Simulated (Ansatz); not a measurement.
# How thick a slab does the work function of V need?

Slabs of V from 1 to 13 layers are run on 3 faces. From which thickness on does the work function stay within 0.05 eV of the thickest slab's, and does that depend on the face?

Set-up. Ansatz 0.2.0, plane waves with PAW datasets (its set soft_2), PBE; symmetric slabs at bulk places and the tabulated experimental lattice constant, 18 Å of vacuum, one k-mesh a face (spacing 0.16 Å⁻¹, 2π included), Fermi-Dirac smearing of 0.1 eV.

Results:

```
layers  V(100) (eV)  V(110) (eV)  V(111) (eV)
     1        4.165        4.701        3.960
     2        3.936        4.716        3.736
     3        3.819        4.786        3.567
     4        3.856        4.789        3.618
     5        3.845        4.772        3.524
     6        3.847        4.773        3.468
     7        3.857        4.775            -
     8        3.855        4.773        3.495
    10        3.855        4.774        3.486
    11            -            -        3.483
    13        3.855        4.774        3.497
```

What this shows: Within 0.05 eV of the 13-layer value: V(100) from 3 layers on, V(110) from 3 layers on and V(111) from 5 layers on. In length between the outer atoms these thicknesses are 3.0 Å, 4.3 Å and 3.5 Å. From four layers on the values span 0.012 to 0.151 eV, most on V(111). Thirteen layers cost about 7 to 8 times the CPU time of four.

What the numbers leave out: The 13-layer slab is the reference and is itself not proved converged. Thicknesses missing from the table have no sound run at this vacuum, and where values alternate they could fall outside the band. The smearing damps swings with thickness. The slabs are unrelaxed and unreconstructed, and the CPU ratio is rough.

[Logs are printed without paths, hosts, clocks, repeated set-up lines and the standing remarks that a program may print on its own settings, such as how far it seeks lower states.]
